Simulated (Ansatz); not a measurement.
# O on Ni(111): change of the work function, part 2 of 2

How does O on the fcc site change the work function of Ni(111) as the layer fills?

Ansatz 0.2.0; plane-wave DFT, PBE, Ansatz PAW.

So far, work function, upper face (eV): step 2 (the clean slab) 5.07; step 3 (37 atoms, coverage 0.111 ML, cell 3x3) 5.35.

## 4. The covered slab, k-mesh 6×6×1, coverage 0.25 ML

System of this step: Ni16O (O/Ni(111)). The cell holds 17 atoms: 16 Ni and 1 O. Cell: a = 4.978 Å, b = 4.978 Å, c = 25.391 Å, α = 90.0°, β = 90.0°, γ = 60.0°. Vacuum lies along c.

Another coverage, to see how the dipoles act on each other as their distance changes.

The input, input.yaml:

```yaml
crystal:
  lattice:
    - [4.9780317395, 0.0, 0.0]
    - [2.4890158698, 4.3111019473, 0.0]
    - [0.0, 0.0, 25.3914173362]
  atoms:
    - { symbol: Ni, position: [0.0, 0.0, 0.3544504775], spin: 0.7 }
    - { symbol: Ni, position: [0.1666666667, 0.1666666667, 0.4344882682], spin: 0.72 }
    - { symbol: Ni, position: [0.3333333333, 0.3333333333, 0.5142598816], spin: 0.72 }
    - { symbol: Ni, position: [0.0, 0.0, 0.5932306194], spin: 0.7 }
    - { symbol: Ni, position: [0.0, 0.5, 0.3544504775], spin: 0.7 }
    - { symbol: Ni, position: [0.1666666667, 0.6666666667, 0.4344882682], spin: 0.72 }
    - { symbol: Ni, position: [0.3333333333, 0.8333333333, 0.5142598816], spin: 0.72 }
    - { symbol: Ni, position: [0.0, 0.5, 0.5932306194], spin: 0.7 }
    - { symbol: Ni, position: [0.5, 0.0, 0.3544504775], spin: 0.7 }
    - { symbol: Ni, position: [0.6666666667, 0.1666666667, 0.4344882682], spin: 0.72 }
    - { symbol: Ni, position: [0.8333333333, 0.3333333333, 0.5142598816], spin: 0.72 }
    - { symbol: Ni, position: [0.5, 0.0, 0.5932306194], spin: 0.7 }
    - { symbol: Ni, position: [0.5, 0.5, 0.3544504775], spin: 0.7 }
    - { symbol: Ni, position: [0.6666666667, 0.6666666667, 0.4344882682], spin: 0.72 }
    - { symbol: Ni, position: [0.8333333333, 0.8333333333, 0.5142598816], spin: 0.72 }
    - { symbol: Ni, position: [0.5, 0.5, 0.5932306194], spin: 0.7 }
    - { symbol: O, position: [0.1666666667, 0.1666666667, 0.6455495225] }
magnetization:
  spin_polarized: true
kpoints:
  mp_grid: { grid: [6, 6, 1] }
hamiltonian:
  xc: pbe
scf:
  occupations: { method: fermi_dirac, width: 0.1 }
  convergence: { dr2_threshold: 1.0e-08 }
efield:
  axis: 3
  dipole_correction: true
  ramp_position: 0.97
  ramp_width: 0.06
relax:
  f_tol: 0.02
  max_steps: 60
  constraints: [{ sites: [0, 1, 4, 5, 8, 9, 12, 13] }]
output:
  dos: { projected: true, e_range: [-8, 4] }
  write_potential: true
  write_density: true
  volumetric_format: npy
  elf: true
```

Command:

```console
> ansatz run input.yaml --threads 4 --pin off --max-ram 16384MiB --backend cpu --events-out ev --progress --plain --runs-dir out
```

Run time: 6.8 min. Hardware: 4 threads of Arm Neoverse V1, shared host; peak memory 3 GiB; 27 min of CPU time.

Step by step:

| step | energy less that of the first step (eV) | largest force component (eV/Å) |
| --- | --- | --- |
| 1 | 0.0000 | 2.4099 |
| 2 | -0.1564 | 1.7323 |
| 3 | -0.3068 | 0.3222 |
| 4 | -0.3114 | 0.0530 |
| 5 | -0.3117 | 0.0030 |

Forces are held to the 6 operations that the program found; a distortion that breaks them can't arise in this run.

The atoms that moved most (Å):

| atom | dx | dy | dz | length |
| --- | --- | --- | --- | --- |
| O17 | 0.000 | 0.000 | -0.166 | 0.166 |
| Ni4 | -0.026 | -0.015 | 0.069 | 0.075 |
| Ni12 | 0.026 | -0.015 | 0.069 | 0.075 |
| Ni8 | 0.000 | 0.030 | 0.069 | 0.075 |
| Ni16 | 0.000 | 0.000 | -0.049 | 0.049 |
| Ni15 | 0.000 | 0.000 | 0.031 | 0.031 |
| Ni3 | -0.002 | -0.001 | -0.012 | 0.012 |
| Ni11 | 0.002 | -0.001 | -0.012 | 0.012 |

Final coordinates:

```cif
data_structure
_symmetry_space_group_name_H-M 'P 1'
_symmetry_Int_Tables_number 1
_cell_length_a 4.9780
_cell_length_b 4.9780
_cell_length_c 25.3914
_cell_angle_alpha 90.000
_cell_angle_beta 90.000
_cell_angle_gamma 60.000
_cell_volume 544.92
loop_
_atom_site_label
_atom_site_type_symbol
_atom_site_fract_x
_atom_site_fract_y
_atom_site_fract_z
_atom_site_occupancy
Ni1 Ni 0.00000 0.00000 0.35445 1
Ni2 Ni 0.16667 0.16667 0.43449 1
Ni3 Ni 0.33303 0.33303 0.51380 1
Ni4 Ni 0.99651 0.99651 0.59593 1
Ni5 Ni 0.00000 0.50000 0.35445 1
Ni6 Ni 0.16667 0.66667 0.43449 1
Ni7 Ni 0.33303 0.83394 0.51380 1
Ni8 Ni 0.99651 0.50697 0.59593 1
Ni9 Ni 0.50000 0.00000 0.35445 1
Ni10 Ni 0.66667 0.16667 0.43449 1
Ni11 Ni 0.83394 0.33303 0.51380 1
Ni12 Ni 0.50697 0.99651 0.59593 1
Ni13 Ni 0.50000 0.50000 0.35445 1
Ni14 Ni 0.66667 0.66667 0.43449 1
Ni15 Ni 0.83333 0.83333 0.51548 1
Ni16 Ni 0.50000 0.50000 0.59130 1
O17 O 0.16667 0.16667 0.63901 1
```

Read from the output:

* energy at zero smearing: -93997.6243 eV
* total moment: 10.41 μB
* work function, upper face: 5.725 eV
* work function, lower face: 5.074 eV
* dipole along the normal: -0.07726 e·Å
* step between the vacuum levels: 0.6514 eV

The density of states has structure finer than the step of the table below, so its rows give means over 0.25 eV. Peaks (eV: height): total -1.560: 54.6, -1.320: 68.9, -1.140: 59.0, -0.990: 53.9, -0.840: 66.0, -0.750: 74.4, 0.000: 56.4; up -2.740: 35.5, -2.200: 42.6, -2.110: 34.3, -2.020: 35.0, -1.350: 32.7, -0.810: 41.7, -0.690: 39.8; down -1.560: 37.0, -1.410: 35.6, -1.320: 50.2, -0.840: 37.0, -0.750: 34.6, -0.120: 39.8, 0.000: 54.2.

The density of states by energy, zero at the Fermi level; means over each step; values in states/eV a cell:

```csv
energy (eV),total,up,down
-7.75,0.926,0.468,0.457
-7.50,0.968,0.489,0.479
-7.25,1.23,0.613,0.619
-7.00,2.88,1.47,1.41
-6.75,1.85,0.952,0.903
-6.50,2.95,1.58,1.37
-6.25,2.52,1.27,1.25
-6.00,3.93,2.21,1.72
-5.75,7.95,5.86,2.09
-5.50,10.1,3.76,6.37
-5.25,4.99,2.68,2.31
-5.00,5.52,2.70,2.82
-4.75,10.7,6.13,4.55
-4.50,9.99,6.36,3.62
-4.25,10.9,7.87,3.01
-4.00,20.5,12.1,8.41
-3.75,19.3,14.3,4.95
-3.50,23.1,12.0,11.1
-3.25,28.2,16.0,12.2
-3.00,29.9,15.9,14.0
-2.75,31.2,18.5,12.7
-2.50,36.5,20.5,16.0
-2.25,42.3,28.7,13.6
-2.00,41.3,23.5,17.9
-1.75,36.3,14.0,22.3
-1.50,49.8,20.9,28.9
-1.25,43.7,24.5,19.2
-1.00,45.9,24.6,21.3
-0.75,56.9,35.1,21.8
-0.50,34.9,12.9,21.9
-0.25,31.3,8.06,23.2
0.00,31.9,3.67,28.2
0.25,23.9,2.47,21.4
0.50,10.9,2.35,8.50
0.75,6.95,2.99,3.96
1.00,6.40,3.79,2.61
1.25,5.04,1.74,3.30
1.50,5.24,1.67,3.57
1.75,6.14,4.22,1.92
```

Projected DOS per atom over height of the atomic layer and energy from the Fermi level. Layers: Ni4 Ni4 Ni4 Ni4 O from below.

Ten even steps from '0' (0.01 states/eV) to '9' (4.49 states/eV), each cell a mean:
```
00000
00000
00000
11221
43331
54551
75670
75560
64450
55550
34440
23330
23320
12210
01101
00002
00019
00002
00000
00000
00000
00000
```
Columns: height of the atomic layer (Å) from 9 to 16.2 (not evenly spaced); rows upwards: energy from the Fermi level (eV) from -7.96 to 1.95.

Projected DOS per atom, spin up over height of the atomic layer and energy from the Fermi level. Layers: Ni4 Ni4 Ni4 Ni4 O from below.

Values in states/eV, 22 rows by 5 columns, each cell a mean:
```
0.14 0.12 0.11 0.16 0.11
0.09 0.10 0.07 0.10 0.11
0.15 0.14 0.16 0.16 0.15
0.13 0.09 0.10 0.14 0.15
0.21 0.23 0.23 0.37 0.35
1.06 1.07 1.14 1.02 0.33
2.09 1.67 1.63 1.81 0.20
1.56 1.09 1.31 1.48 0.17
1.54 0.98 0.89 1.24 0.13
1.85 1.58 1.46 1.48 0.11
0.90 1.14 1.16 0.99 0.15
0.77 0.77 0.83 0.80 0.14
0.61 1.07 1.06 0.68 0.18
0.39 0.82 0.72 0.32 0.12
0.24 0.48 0.43 0.22 0.20
0.13 0.21 0.19 0.15 0.51
0.08 0.11 0.11 0.33 2.10
0.06 0.09 0.11 0.16 0.68
0.05 0.08 0.07 0.11 0.25
0.05 0.08 0.09 0.07 0.09
0.02 0.05 0.06 0.02 0.02
0.01 0.05 0.05 0.01 0.01
```
Columns: height of the atomic layer (Å) from 9 to 16.2 (not evenly spaced); rows upwards: energy from the Fermi level (eV) from -7.96 to 1.95.

Projected DOS per atom, spin down over height of the atomic layer and energy from the Fermi level. Layers: Ni4 Ni4 Ni4 Ni4 O from below.

Ten even steps from '_' (0.01 states/eV) to '@' (2.40 states/eV), each cell a mean:
```
__________
__________
__________
--------..
##****++__
**==++++__
++====++__
##++++++__
++====++__
--------__
::------__
..----::__
..::::..__
__::..____
________..
________::
______..@@
________..
__________
__________
__________
__________
```
Columns: height of the atomic layer (Å) from 9 to 16.2 (not evenly spaced); rows upwards: energy from the Fermi level (eV) from -7.96 to 1.95.

Site moment by atom:

| atom | site moment (μB) |
| --- | --- |
| Ni1 | 0.706 |
| Ni2 | 0.746 |
| Ni3 | 0.720 |
| Ni4 | 0.529 |
| Ni5 | 0.706 |
| Ni6 | 0.716 |
| Ni7 | 0.720 |
| Ni8 | 0.529 |
| Ni9 | 0.706 |
| Ni10 | 0.716 |
| Ni11 | 0.720 |
| Ni12 | 0.529 |
| Ni13 | 0.739 |
| Ni14 | 0.716 |
| Ni15 | 0.590 |
| Ni16 | 0.770 |
| O17 | 0.101 |

Spin density in the ca plane at fractional y = 0.167, with atoms of Ni and O within 0.2 Å of it.

Ten even steps from '0' (0.0 e/Å³) to '9' (2.2 e/Å³), each cell a mean:
```
00000000000000000000000000000000000000000000
00000000000000000000000000000000000000000000
00000000010000000000000000000000000000000000
00000000274000000000000000000000000000000000
00000000274000000000000000000000000000000000
00000000011000000000000000000000000000000000
00000000000000000000000000000000000000000000
00000000000000000000000000000000000000000000
00000000000000000000000000000000000000000000
00000000132000000000000000000000000000000000
00000000296000000000000000000000000000000000
00000000142000000000000000000000000000000000
00000000000000000000000000000000000000000000
```
Columns run along c (16.0 Å, from fractional 0.30 to 0.93 of the cell), rows up along a (5.0 Å). Atoms in or near the plane, at fractional coordinates: Ni at (0.43, 0.17), Ni at (0.43, 0.67), O at (0.64, 0.17).

Electrostatic potential energy in the ca plane at fractional y = 0.167, with atoms of Ni and O within 0.2 Å of it. With pseudopotentials it is smooth inside the atoms' cores, unlike the true potential.

Ten even steps from '0' (-43 eV) to '9' (8 eV), each cell a mean:
```
98743689888887436887447899999999999999999999
99754788877887546887557899999999999999999999
99877887412688778998778999999999999999999999
99988985000278889999889999999999999999999999
99998985000278889999889999999999999999999999
99887887311588878998778999999999999999999999
99755788767888556887557899999999999999999999
98743689888887436887447899999999999999999999
99866788645788657888667789999999999999999999
99988886100488888998885226999999999999999999
99999985000278989999883004999999999999999999
99988886100388888998885115999999999999999999
99866888634788767888767779999999999999999999
```
Columns run along c (16.0 Å, from fractional 0.30 to 0.93 of the cell; values clipped at the 3rd and 97th percentile), rows up along a (5.0 Å). Atoms in or near the plane, at fractional coordinates: Ni at (0.43, 0.17), Ni at (0.43, 0.67), O at (0.64, 0.17).

ELF of down spins in the ca plane at fractional y = 0.167, with atoms of Ni and O within 0.2 Å of it. It is the smooth field of the valence electrons, not physical close to the nuclei.

Values, 7 rows by 16 columns, each cell a mean:
```
0.17 0.20 0.23 0.23 0.24 0.20 0.21 0.20 0.19 0.13 0.01 0.00 0.00 0.00 0.00 0.00
0.26 0.24 0.24 0.34 0.24 0.23 0.24 0.23 0.22 0.05 0.00 0.00 0.00 0.00 0.00 0.00
0.30 0.30 0.25 0.47 0.25 0.28 0.25 0.29 0.28 0.07 0.00 0.00 0.00 0.00 0.00 0.00
0.19 0.20 0.23 0.22 0.23 0.19 0.22 0.20 0.16 0.06 0.01 0.00 0.00 0.00 0.00 0.00
0.20 0.19 0.23 0.23 0.24 0.20 0.22 0.17 0.46 0.44 0.06 0.00 0.00 0.00 0.00 0.00
0.31 0.32 0.25 0.50 0.25 0.30 0.23 0.25 0.63 0.77 0.16 0.00 0.00 0.00 0.00 0.00
0.24 0.22 0.23 0.30 0.24 0.22 0.22 0.19 0.64 0.64 0.10 0.00 0.00 0.00 0.00 0.00
```
Columns run along c (16.0 Å, from fractional 0.30 to 0.93 of the cell), rows up along a (5.0 Å). Atoms in or near the plane, at fractional coordinates: Ni at (0.43, 0.17), Ni at (0.43, 0.67), O at (0.64, 0.17).

The relaxation took 5 steps and lowered the energy by 0.31 eV; the largest force on the free atoms ends at 0.0030 eV/Å.

By hand: a sheet of dipoles makes a step −p/(ε₀A) in the electron's potential. With e/ε₀ = 180.95 V·Å, p = -0.07726 e·Å and A = 21.46 Å², that is −180.95 × (-0.07726) / 21.46 = +0.651 eV, and the two vacuum levels of the run differ by +0.651 eV.

The covered face has 5.73 eV, +0.65 eV against the clean one; the bare back face has moved by -0.01 eV, a measure of how thin the slab is.

## 5. Adsorbate added, k-mesh 6×6×1, coverage 0.5 ML

System of this step: Ni8O (O/Ni(111)). The cell holds 18 atoms: 16 Ni and 2 O. Cell: a = 4.978 Å, b = 4.978 Å, c = 25.391 Å, α = 90.0°, β = 90.0°, γ = 60.0°. Vacuum lies along c.

input.yaml: that of step 4 with these lines changed.

```diff
@@ -23,2 +23,3 @@
     - { symbol: O, position: [0.1666666667, 0.1666666667, 0.6455495225] }
+    - { symbol: O, position: [0.6666666667, 0.1666666667, 0.6455495225] }
 magnetization:
```

Wall time 14 min (4 threads); peak memory 3.8 GiB; 54 min of CPU time.

The steps of the relaxation:

```
step  energy less that of the first step (eV)  largest force component (eV/Å)
   1                                   0.0000                          2.7849
   2                                  -0.4127                          2.1483
   3                                  -0.8454                          0.5649
   4                                  -0.8647                          0.1618
   5                                  -0.8680                          0.0070
```

The run keeps the 4 symmetry operations that the program found, so distortions that break them were not tested.

The atoms that moved most (Å):

```csv
atom,dx,dy,dz,length
O18,0.000,0.026,-0.183,0.185
O17,0.000,0.026,-0.183,0.185
Ni4,0.000,-0.090,0.134,0.161
Ni12,0.000,-0.090,0.134,0.161
Ni11,0.000,-0.010,-0.024,0.026
Ni3,0.000,-0.010,-0.024,0.026
Ni7,0.000,-0.007,0.024,0.025
Ni15,0.000,-0.007,0.024,0.025
```

Final coordinates:

```
Ni O
1.0
     4.97803    0.00000    0.00000
     2.48902    4.31110    0.00000
     0.00000    0.00000   25.39142
Ni O
16 2
Direct
  0.00000 0.00000 0.35445
  0.16667 0.16667 0.43449
  0.33445 0.33110 0.51330
  0.01040 0.97921 0.59850
  0.00000 0.50000 0.35445
  0.16667 0.66667 0.43449
  0.33418 0.83164 0.51522
  0.00152 0.49695 0.59358
  0.50000 0.00000 0.35445
  0.66667 0.16667 0.43449
  0.83445 0.33110 0.51330
  0.51040 0.97921 0.59850
  0.50000 0.50000 0.35445
  0.66667 0.66667 0.43449
  0.83418 0.83164 0.51522
  0.50152 0.49695 0.59358
  0.16369 0.17262 0.63833
  0.66369 0.17262 0.63833
```

The density of states has structure finer than the step of the table below, so its rows give means over 0.25 eV. Peaks (eV: height): total -2.020: 53.4, -1.710: 52.6, -1.380: 54.0, -0.990: 49.9, -0.870: 67.7, -0.780: 64.1, -0.660: 64.7; up -2.200: 33.8, -2.110: 31.5, -2.020: 35.9, -1.290: 27.1, -1.110: 28.4, -0.870: 40.4, -0.690: 33.9; down -1.710: 28.4, -1.560: 31.7, -1.380: 33.8, -0.870: 27.3, -0.780: 38.4, -0.660: 30.7, 0.120: 32.1.

Density of states against energy, zero at the Fermi level; means over each step; values in states/eV a cell:

| energy (eV) | total | up | down |
| --- | --- | --- | --- |
| -7.75 | 0.989 | 0.502 | 0.487 |
| -7.50 | 1.08 | 0.550 | 0.528 |
| -7.25 | 1.86 | 0.910 | 0.949 |
| -7.00 | 5.50 | 3.07 | 2.42 |
| -6.75 | 5.76 | 2.86 | 2.90 |
| -6.50 | 3.81 | 1.78 | 2.03 |
| -6.25 | 6.24 | 3.41 | 2.83 |
| -6.00 | 6.60 | 3.21 | 3.39 |
| -5.75 | 8.88 | 4.85 | 4.03 |
| -5.50 | 7.04 | 3.22 | 3.82 |
| -5.25 | 8.48 | 4.21 | 4.27 |
| -5.00 | 8.47 | 4.36 | 4.11 |
| -4.75 | 9.02 | 5.02 | 4.00 |
| -4.50 | 11.3 | 6.99 | 4.30 |
| -4.25 | 11.8 | 8.00 | 3.80 |
| -4.00 | 19.5 | 10.7 | 8.88 |
| -3.75 | 20.4 | 14.9 | 5.57 |
| -3.50 | 22.5 | 12.0 | 10.4 |
| -3.25 | 27.6 | 14.8 | 12.8 |
| -3.00 | 27.7 | 15.4 | 12.3 |
| -2.75 | 30.3 | 16.7 | 13.6 |
| -2.50 | 35.1 | 20.6 | 14.5 |
| -2.25 | 39.8 | 25.0 | 14.8 |
| -2.00 | 39.2 | 21.7 | 17.4 |
| -1.75 | 39.2 | 17.6 | 21.6 |
| -1.50 | 43.0 | 20.3 | 22.7 |
| -1.25 | 43.2 | 23.9 | 19.3 |
| -1.00 | 43.8 | 25.5 | 18.3 |
| -0.75 | 56.6 | 32.3 | 24.3 |
| -0.50 | 36.9 | 15.3 | 21.5 |
| -0.25 | 27.0 | 6.11 | 20.9 |
| 0.00 | 28.5 | 6.98 | 21.5 |
| 0.25 | 22.0 | 3.02 | 19.0 |
| 0.50 | 11.0 | 2.41 | 8.62 |
| 0.75 | 9.26 | 4.47 | 4.79 |
| 1.00 | 8.41 | 4.54 | 3.86 |
| 1.25 | 5.67 | 1.79 | 3.89 |
| 1.50 | 4.71 | 1.92 | 2.79 |
| 1.75 | 4.39 | 1.57 | 2.82 |

The relaxation took 5 steps and lowered the energy by 0.87 eV; the largest force on the free atoms ends at 0.0070 eV/Å.

The covered face has 6.24 eV, +1.17 eV against the clean one; the bare back face has moved by -0.01 eV, a measure of how thin the slab is.

## 6. Adsorbate added, k-mesh 12×12×1, coverage 1 ML

System of this step: Ni4O (O/Ni(111)). The cell holds 5 atoms: 4 Ni and 1 O. Cell: a = 2.489 Å, b = 2.489 Å, c = 25.391 Å, α = 90.0°, β = 90.0°, γ = 60.0°. Vacuum lies along c.

input.yaml, the sections that differ from step 5:

```yaml
crystal:
  lattice:
    - [2.4890158698, 0.0, 0.0]
    - [1.2445079349, 2.1555509736, 0.0]
    - [0.0, 0.0, 25.3914173362]
  atoms:
    - { symbol: Ni, position: [0.0, 0.0, 0.3544504775], spin: 0.7 }
    - { symbol: Ni, position: [0.3333333333, 0.3333333333, 0.4344882682], spin: 0.72 }
    - { symbol: Ni, position: [0.6666666667, 0.6666666667, 0.5142598816], spin: 0.72 }
    - { symbol: Ni, position: [0.0, 0.0, 0.5932306194], spin: 0.7 }
    - { symbol: O, position: [0.3333333333, 0.3333333333, 0.6455495225] }
kpoints:
  mp_grid: { grid: [12, 12, 1] }
relax:
  f_tol: 0.02
  max_steps: 60
  constraints: [{ sites: [0, 1] }]
output:
  write_potential: true
  write_density: true
  volumetric_format: npy
# magnetization, hamiltonian, scf, efield: as in step 5
```

The job ended after 60 s (4 threads; peak memory 0.58 GiB).

The steps of the relaxation:

```csv
step,energy less that of the first step (eV),largest force component (eV/Å)
1,0.0000,2.9656
2,-0.1708,2.3291
3,-0.2977,1.6084
4,-0.3601,0.1658
5,-0.3615,0.0025
```

Forces are held to the 6 operations that the program found; a distortion that breaks them can't arise in this run.

The atoms that moved most (Å):

| atom | dx | dy | dz | length |
| --- | --- | --- | --- | --- |
| O5 | 0.000 | 0.000 | -0.131 | 0.131 |
| Ni4 | 0.000 | 0.000 | 0.097 | 0.097 |

The relaxed structure:

```xyz
5
Lattice="2.4890 0.0000 0.0000 1.2445 2.1556 0.0000 0.0000 0.0000 25.3914" Properties=species:S:1:pos:R:3
Ni    0.0000    0.0000    9.0000
Ni    1.2445    0.7185   11.0323
Ni    2.4890    1.4370   13.0608
Ni    0.0000    0.0000   15.1598
O     1.2445    0.7185   16.2602
```

Running mean over 2.032 Å of the planar mean; the ramp of the sawtooth is left out. Electron's electrostatic potential energy less the Fermi level against z:

```csv
z (Å),electron's electrostatic potential energy less the Fermi level (eV)
3.0,5.06
3.5,5.06
4.0,5.06
4.5,5.06
5.0,5.06
5.5,5.05
6.0,5.01
6.5,4.88
7.0,4.37
7.5,2.24
8.0,-3.21
8.5,-8.38
9.0,-10.1
9.5,-10.3
10.0,-10.3
10.5,-10.3
11.0,-10.4
11.5,-10.4
12.0,-10.4
12.5,-10.4
13.0,-10.3
13.5,-10.2
14.0,-10.0
14.5,-10.6
15.0,-12.5
15.5,-14.3
16.0,-10.9
16.5,-4.26
17.0,0.775
17.5,4.83
18.0,6.67
18.5,6.93
19.0,6.96
19.5,6.97
20.0,6.97
20.5,6.97
21.0,6.97
21.5,6.97
22.0,6.97
```

The relaxation took 5 steps and lowered the energy by 0.36 eV; the largest force on the free atoms ends at 0.0025 eV/Å.

The covered face has 6.97 eV, +1.90 eV against the clean one; the bare back face has moved by -0.02 eV, a measure of how thin the slab is.

## 7. Work function against coverage

This step: plane-wave DFT, PBE, Ansatz PAW; work function against coverage (Ansatz 0.2.0).

The runs are now put side by side.

This step gave:

| Item | Value |
| --- | --- |
| work function of the clean face | 5.072 eV |
| largest change of the work function | 1.897 eV |

Table of work function of the covered face by coverage:

```csv
coverage (adsorbates/nm²),work function of the covered face (eV)
0.00,5.07
2.07,5.35
4.66,5.73
9.32,6.24
18.64,6.97
```

The dipole per adsorbate comes from the change of the cell's dipole. Coverage, by row:

```csv
coverage (1/nm²),coverage (ML),work function (eV),change (eV),"dipole per adsorbate, positive end outwards (debye)",mean height of the added atoms over the highest substrate atom (Å)
2.071,0.1111,5.345,0.2733,-0.357,1.083
4.66,0.25,5.725,0.653,-0.377,1.094
9.319,0.5,6.241,1.169,-0.337,1.011
18.64,1,6.97,1.897,-0.273,1.1
```

## 8. Results

| Item | Value |
| --- | --- |
| work function of the clean face | 5.07 eV |
| work function at 0.11 ML | 5.35 eV |
| work function at 0.25 ML | 5.73 eV |
| work function at 0.5 ML | 6.24 eV |
| work function at 1 ML | 6.97 eV |
| dipole per adsorbate at 0.11 ML, positive end outwards | -0.36 D |

O raises the work function of Ni(111) at the lowest coverage, by 0.27 eV: the adsorbate layer has its negative end outwards. The slab has 4 layers, at the tabulated experimental lattice constant, one starting site was run, and quantum-size effects of a slab this thin can reach one or two tenths of an eV. The magnetic order is the one reached from the typed start; other orders were not compared.

[Long decimals in the printed logs are rounded to 6 places.]

[Logs are printed without paths, hosts, clocks, repeated set-up lines and the standing remarks that a program may print on its own settings, such as how far it seeks lower states.]

[Hosts, paths, dates, database ids (printed as entryN), source tags and the programs' standing remarks are cut or masked in the printed files.]

[Maps of the electrostatic potential energy from Ansatz leave out the sawtooth potential of an applied field or a dipole correction, so their vacuum need not be flat; planar profiles and work functions include it.]
